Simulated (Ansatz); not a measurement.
**Squeezing and shearing glassy B2O3 (120 atoms)**

How stiff is glassy B2O3 (120 atoms), and how do its levels respond to strain?

Method: Kohn-Sham DFT, PBEsol, PAW (set soft_2), plane waves, in Ansatz 0.2.0.

### Step 1. The starting structure

The cell holds 120 atoms: 48 B and 72 O. Its edges and angles: a = 11.551 Å, b = 11.551 Å, c = 11.551 Å, α = 90.0°, β = 90.0°, γ = 90.0°. 120 atoms (48 B, 72 O) placed at random at 1.8 g/cm³, melted at 3000 K for 20 ps at fixed volume with the Buckingham and Coulomb pair potential of Guillot and Sator (Geochim. Cosmochim. Acta 71, 1249 (2007)) with the boron terms of Wang et al. (J. Non-Cryst. Solids 498, 294 (2018)). Quenched from 3000 K to 300 K at 20 K/ps and fixed volume, held 5 ps. The density is a measured one.

Limits known from the start: The quench rate of 20 K/ps far exceeds what a furnace or splat quench reaches, so expect more defects and frozen-in strain than in a real sample. The network of bonds at the start is that of the classical potential that made the cell, and needn't be the one that DFT or experiment would give. The Brillouin zone is sampled at Γ only.

### Step 2. Single point at the start

A single point comes first, to see the forces before anything moves.

The input, input.yaml:

```yaml
crystal:
  lattice:
    - [11.5514, 0.0, 0.0]
    - [0.0, 11.5514, 0.0]
    - [0.0, 0.0, 11.5514]
  atoms:
    - { symbol: B, position: [0.51917, 0.84195, 0.99604] }
    - { symbol: B, position: [0.98366, 0.39424, 0.4626] }
    - { symbol: B, position: [0.964, 0.51337, 0.65742] }
    - { symbol: B, position: [0.02673, 0.61564, 0.9472] }
    - { symbol: B, position: [0.07504, 0.9276, 0.71772] }
    - { symbol: B, position: [0.84547, 0.85786, 0.6888] }
    - { symbol: B, position: [0.18421, 0.01397, 0.5282] }
    - { symbol: B, position: [0.66417, 0.01478, 0.69326] }
    - { symbol: B, position: [0.65958, 0.65836, 0.93235] }
    - { symbol: B, position: [0.58478, 0.26982, 0.014] }
    - { symbol: B, position: [0.73276, 0.8587, 0.23607] }
    - { symbol: B, position: [0.12346, 0.44224, 0.8227] }
    - { symbol: B, position: [0.03538, 0.85432, 0.92708] }
    - { symbol: B, position: [0.89157, 0.17413, 0.62457] }
    - { symbol: B, position: [0.14404, 0.9048, 0.32002] }
    - { symbol: B, position: [0.60168, 0.36816, 0.61852] }
    - { symbol: B, position: [0.39808, 0.87614, 0.42061] }
    - { symbol: B, position: [0.55756, 0.40374, 0.83837] }
    - { symbol: B, position: [0.37218, 0.53106, 0.90916] }
    - { symbol: B, position: [0.34666, 0.35284, 0.29531] }
    - { symbol: B, position: [0.8467, 0.3361, 0.27435] }
    - { symbol: B, position: [0.95311, 0.15601, 0.16159] }
    - { symbol: B, position: [0.52808, 0.57493, 0.29487] }
    - { symbol: B, position: [0.11512, 0.21856, 0.01055] }
    - { symbol: B, position: [0.42175, 0.13611, 0.24875] }
    - { symbol: B, position: [0.82618, 0.65645, 0.28534] }
    - { symbol: B, position: [0.6167, 0.37052, 0.21986] }
    - { symbol: B, position: [0.32346, 0.75291, 0.82566] }
    - { symbol: B, position: [0.13936, 0.6161, 0.55719] }
    - { symbol: B, position: [0.62858, 0.05354, 0.32434] }
    - { symbol: B, position: [0.47002, 0.03317, 0.56485] }
    - { symbol: B, position: [0.3183, 0.35514, 0.71859] }
    - { symbol: B, position: [0.09541, 0.2172, 0.5088] }
    - { symbol: B, position: [0.02242, 0.72645, 0.38799] }
    - { symbol: B, position: [0.68069, 0.18357, 0.5096] }
    - { symbol: B, position: [0.39788, 0.72963, 0.60504] }
    - { symbol: B, position: [0.82914, 0.582, 0.07693] }
    - { symbol: B, position: [0.5702, 0.05663, 0.90546] }
    - { symbol: B, position: [0.31182, 0.45599, 0.5044] }
    - { symbol: B, position: [0.2465, 0.01787, 0.1338] }
    - { symbol: B, position: [0.79391, 0.63041, 0.74654] }
    - { symbol: B, position: [0.43582, 0.77437, 0.21152] }
    - { symbol: B, position: [0.55592, 0.58192, 0.52492] }
    - { symbol: B, position: [0.2779, 0.38129, 0.06763] }
    - { symbol: B, position: [0.87636, 0.94834, 0.07994] }
    - { symbol: B, position: [0.99727, 0.25046, 0.80938] }
    - { symbol: B, position: [0.35797, 0.13, 0.74461] }
    - { symbol: B, position: [0.27708, 0.96903, 0.90794] }
    - { symbol: O, position: [0.96548, 0.88954, 0.68396] }
    - { symbol: O, position: [0.3504, 0.64889, 0.88892] }
    - { symbol: O, position: [0.58066, 0.75071, 0.93939] }
    - { symbol: O, position: [0.43466, 0.9861, 0.46132] }
    - { symbol: O, position: [0.05885, 0.81914, 0.32232] }
    - { symbol: O, position: [0.72588, 0.35424, 0.27325] }
    - { symbol: O, position: [0.08889, 0.91398, 0.83954] }
    - { symbol: O, position: [0.60313, 0.36447, 0.94077] }
    - { symbol: O, position: [0.89516, 0.24734, 0.21152] }
    - { symbol: O, position: [0.0603, 0.17477, 0.11116] }
    - { symbol: O, position: [0.75784, 0.9429, 0.68106] }
    - { symbol: O, position: [0.40188, 0.8408, 0.30681] }
    - { symbol: O, position: [0.3355, 0.39482, 0.60442] }
    - { symbol: O, position: [0.53034, 0.08251, 0.26253] }
    - { symbol: O, position: [0.90068, 0.04971, 0.13922] }
    - { symbol: O, position: [0.59877, 0.35768, 0.73752] }
    - { symbol: O, position: [0.08845, 0.69462, 0.48454] }
    - { symbol: O, position: [0.23833, 0.41778, 0.78393] }
    - { symbol: O, position: [0.36983, 0.79854, 0.50902] }
    - { symbol: O, position: [0.55409, 0.46994, 0.24579] }
    - { symbol: O, position: [0.67829, 0.9418, 0.30328] }
    - { symbol: O, position: [0.78606, 0.87787, 0.12997] }
    - { symbol: O, position: [0.58072, 0.2948, 0.13344] }
    - { symbol: O, position: [0.60755, 0.27398, 0.54306] }
    - { symbol: O, position: [0.08512, 0.33459, 0.47622] }
    - { symbol: O, position: [0.8285, 0.57449, 0.19497] }
    - { symbol: O, position: [0.10011, 0.53074, 0.89937] }
    - { symbol: O, position: [0.24339, 0.55989, 0.52357] }
    - { symbol: O, position: [0.93506, 0.44407, 0.56092] }
    - { symbol: O, position: [0.39531, 0.0769, 0.6465] }
    [... 36 atom lines left out ...]
    - { symbol: O, position: [0.48171, 0.64693, 0.59255] }
    - { symbol: O, position: [0.03759, 0.36496, 0.78242] }
    - { symbol: O, position: [0.05429, 0.2067, 0.90543] }
    - { symbol: O, position: [0.92136, 0.66758, 0.35985] }
    - { symbol: O, position: [0.39872, 0.2425, 0.29916] }
    - { symbol: O, position: [0.60053, 0.47933, 0.57052] }
kpoints:
  mp_grid: { grid: [1, 1, 1] }
hamiltonian:
  xc: pbesol
scf:
  occupations: { method: fixed }
output:
  forces: true
```

Command:

```bash
$ ansatz run input.yaml --threads 4 --pin off --max-ram 8192MiB --backend cpu --events-out ev --progress --plain --runs-dir out
```

Numbers of over 12 decimals in the logs are rounded to 6 here.

Output:

```text
Engine: ansatz 0.2.0, x86_64-unknown-linux-gnu
Pseudopotentials: kind: paw
Pseudopotential: B, paw, valence charge 3, recommended cutoff 420 eV (normal), B.paw.azcp
Pseudopotential: O, paw, valence charge 6, recommended cutoff 420 eV (normal), O.paw.azcp
[... 3 lines on functional and potentials left out ...]
Crystal: 120 atoms, lattice volume = 1541.359 Å³
Basis set: ecut = 420 eV, 30095 PW (Γ), exchange–correlation on 160×160×160 points (8 copies of the dense FFT grid, shifted against one another)
Bands: 408, of which v1, the nominal top of the filled ones, is band 288 counted from 1 (287 counted from 0)
Symmetry: 1 space group operations
Space group: P1 (ITA 1), of the structure as read, at distance tolerance 1.2e-4 Å
k-points: 1
[... 7 lines on functional and potentials left out ...]
Initial density: superposition of atomic densities (neutral atoms: chi_scale 0, normalization atom), corrected by the library's trained network
Initial wavefunctions: pseudopotential atomic-orbital guess
Functional: x = pbesol(κ = 0.804, μ = 0.123457), c = pbesol(β = 0.046)
SCF iter   1: F=—  HF=-47793.414414 eV  |F-HF|=—  |Δ(HF+E_count)|=         —  Δρ=1.19e-2  dr2=1.75e0  ethr=1.77e-3  ⟨swp⟩=6.0  Hψ=1317  notcnv=0  defer=118
preconditioner: auto → Resta (q_TF=auto, 2.315 Å⁻¹)  ε∞=2.9  [insulator: Δε(μ)=4.431 eV  Ē_g=16.492 eV  n_scr=340 (ndim 8)  ℏωp=22.7 eV  f_vac=0.240  ε∞_Penn≈2.9]
SCF iter   2: F=—  HF=-47792.961858 eV  |F-HF|=—  |Δ(HF+E_count)|=   4.53e-1  Δρ=2.55e-3  dr2=5.72e-2  ethr=3.03e-4  ⟨swp⟩=3.0  Hψ=636  notcnv=0  defer=118
SCF iter   3: F=—  HF=-47792.963308 eV  |F-HF|=—  |Δ(HF+E_count)|=   1.45e-3  Δρ=1.18e-3  dr2=1.93e-2  ethr=9.92e-6  ⟨swp⟩=4.0  Hψ=514  notcnv=0  defer=86
automatic band count: iteration 3 solves 376 bands in place of 408: the levels show a gap, and the empty bands left out lie too high to hold charge; the band table lists the bands solved (type scf.n_extra_bands for more)
SCF iter   4: F=—  HF=-47792.967104 eV  |F-HF|=—  |Δ(HF+E_count)|=   3.80e-3  Δρ=7.41e-4  dr2=6.86e-3  ethr=3.35e-6  ⟨swp⟩=4.0  Hψ=584  notcnv=0  defer=86
SCF iter   5: F=—  HF=-47792.966819 eV  |F-HF|=—  |Δ(HF+E_count)|=   2.85e-4  Δρ=1.36e-4  dr2=4.04e-4  ethr=1.19e-6  ⟨swp⟩=2.0  Hψ=510  notcnv=0  defer=86
SCF iter   6: F=—  HF=-47792.967060 eV  |F-HF|=—  |Δ(HF+E_count)|=   2.41e-4  Δρ=3.07e-5  dr2=2.35e-5  ethr=7.01e-8  ⟨swp⟩=3.0  Hψ=580  notcnv=0  defer=86
SCF iter   7: F=—  HF=-47792.966995 eV  |F-HF|=—  |Δ(HF+E_count)|=   6.57e-5  Δρ=2.18e-5  dr2=6.08e-6  ethr=4.08e-9  ⟨swp⟩=2.0  Hψ=599  notcnv=0  defer=86
SCF iter   8: F=—  HF=-47792.966995 eV  |F-HF|=—  |Δ(HF+E_count)|=   4.45e-7  Δρ=4.86e-6  dr2=3.57e-7  ethr=1.05e-9  ⟨swp⟩=2.0  Hψ=562  notcnv=0  defer=86
SCF iter   9: F=-47792.966996 eV  HF=-47792.966996 eV  |F-HF|=1.35e-8  |Δ(HF+E_count)|=   4.72e-7  Δρ=2.25e-6  dr2=7.14e-8  ethr=1.74e-11  ⟨swp⟩=4.0  Hψ=1123  notcnv=0
SCF 1 converged in 9 iterations: F = -47792.966996 eV  dr2 = 7.14e-8
  greatest PAW one-centre occupation: 0.860 electrons in one spin orbital (limit 2), on the O atom at site 63 (counted from 0), in its partial waves of l = 0
SCF converged after 9 iterations
Free energy (F): -47792.966996 eV
Harris-Foulkes:  -47792.966996 eV  (|F-HF|=1.35e-8)
Internal energy: -47792.966996 eV  (E = F + TS)
E sigma→0 (E₀):  -47792.966996 eV
Fermi energy:    0.669597 eV
--- Per-component energies (eV) ---
  E_band       = -4151.532082
  E_kinetic    = 14848.205803
  E_local      = -45710.883682  (includes V_loc(G=0)·N_el)
  E_nonlocal   = 4040.791877
  E_hartree    = 16916.306504
  E_xc         = -6649.037932
  E_vxc        = -8384.884282  (∫ρ·V_xc dr)
  E_paw        = -14657.999764  (= ΣΔE_a)
  E_vpaw       = -2777.557730  (= ΣTr[D̂ρ^β])
  E_aug_tail   = 0.184379  (compensation charges beyond the density's cutoff)
  E_ewald      = -16583.781036
  E_core_change = 3.246854  (= ΣΔE_core)
  E_smearing   = -0.000000  (= −TS)
  E_closure    = -0.000000  (closes the sum)
  Σ components = -47792.966996   (vs F -47792.966996, Δ=0.00e0)
--- Forces (eV/Å), atoms counted from 1 ---
  atom   1  B      1.47234801    -0.65629982     0.86266226
  atom   2  B     -2.18831996    -0.57243930     0.18934025
  atom   3  B      0.70486684     0.48198843    -2.27249065
  atom   4  B     -0.87385894    -0.40853524    -0.15485780
  atom   5  B     -1.49557924    -0.75984994     0.00808470
  atom   6  B      0.38445918     0.19009637     0.35643606
  atom   7  B     -2.48192541     1.13035382     0.08249408
  atom   8  B     -1.43123200    -1.05062341     0.69180499
  atom   9  B      1.55669187     0.62656832     0.06243607
  atom  10  B      0.06153114     0.51201719    -0.17624076
  atom  11  B      0.68779597     0.62670810     0.65731891
  atom  12  B      0.96908127    -0.95156499    -0.26843447
  atom  13  B     -2.51260896    -1.40315477    -0.16939478
  atom  14  B      1.19146579     1.10030176    -1.73865495
[...]
atom 119  O      0.00056216     0.27216306     0.56245934
  atom 120  O      0.10100245     0.14942303     0.00553455
  max |Σ_I F_I| component: 4.02e-5 eV/Å
```

Run time: 12 s. Hardware: 4 threads of Intel Xeon Platinum 8375C at 2.90GHz (Ice Lake), shared host; peak memory 1.8 GiB; 40 s of CPU time.

Reading the cycles: dr2 is the Hartree energy of the density residual (eV), the measure of convergence; HF is the Harris–Foulkes estimate of the energy, which meets the free energy F at convergence.

The r.m.s. force at the start is 0.83 eV/Å.

(Part 1 of 4 ends here.)

[Logs are printed without paths, hosts, clocks, repeated set-up lines and the standing remarks that a program may print on its own settings, such as how far it seeks lower states.]

[Hosts, paths, dates, database ids (printed as entryN), source tags and the programs' standing remarks are cut or masked in the printed files.]
